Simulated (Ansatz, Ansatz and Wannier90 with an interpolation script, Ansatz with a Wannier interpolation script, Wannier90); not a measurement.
Planning a run of Ansatz 0.2.0 on CdTe (F-43m). The input:

```yaml
crystal:
  lattice:
    - [0.0, 3.2691, 3.2691]
    - [3.2691, 0.0, 3.2691]
    - [3.2691, 3.2691, 0.0]
  atoms:
    - { symbol: Cd, position: [0.0, 0.0, 0.0] }
    - { symbol: Te, position: [0.75, 0.75, 0.75] }
kpoints:
  mp_grid: { grid: [6, 6, 6] }
hamiltonian:
  xc: lda
scf:
  occupations: { method: fixed }
gw:
  n_empty_bands: 321
  ecut_chi: 160.0
  qp_bands: [v3, c1]
  screening: { model: contour_deformation }
```

The database entry behind the starting cell differs from later determinations by our own check (an axis about 1.1 % short against later determinations), so it need not match the best structure at ambient conditions.

```sh
ansatz run input.yaml --threads 14 --pin off --max-ram 73728MiB --backend cpu --events-out ev --progress --plain --runs-dir out
```

**Question.** How long will it take on 14 threads of Arm Neoverse V2, shared host, and how much memory?

It took 3.8 min; on shared hardware allow 1.9 min to 7.6 min. Peak host memory was 4.1 GiB. The sizes that set the cost: 1363 plane waves a state, 16 irreducible k points, 339 bands summed, 331 plane waves in the screening and 6 SCF cycles.

The screening grows as filled bands × empty bands × pairs of k points, times the square of the screening basis for the matrix.

[Paths, hosts, dates, memory and timing lines, banners, echoed tables and standing remarks are left out of the program output.]

[Logs are printed without paths, hosts, clocks, repeated set-up lines and the standing remarks that a program may print on its own settings, such as how far it seeks lower states.]

[Runs of the session that timed out or met a known fault of the program may be left out.]

[Hosts, paths, dates, database ids (printed as entryN), source tags and the programs' standing remarks are cut or masked in the printed files.]
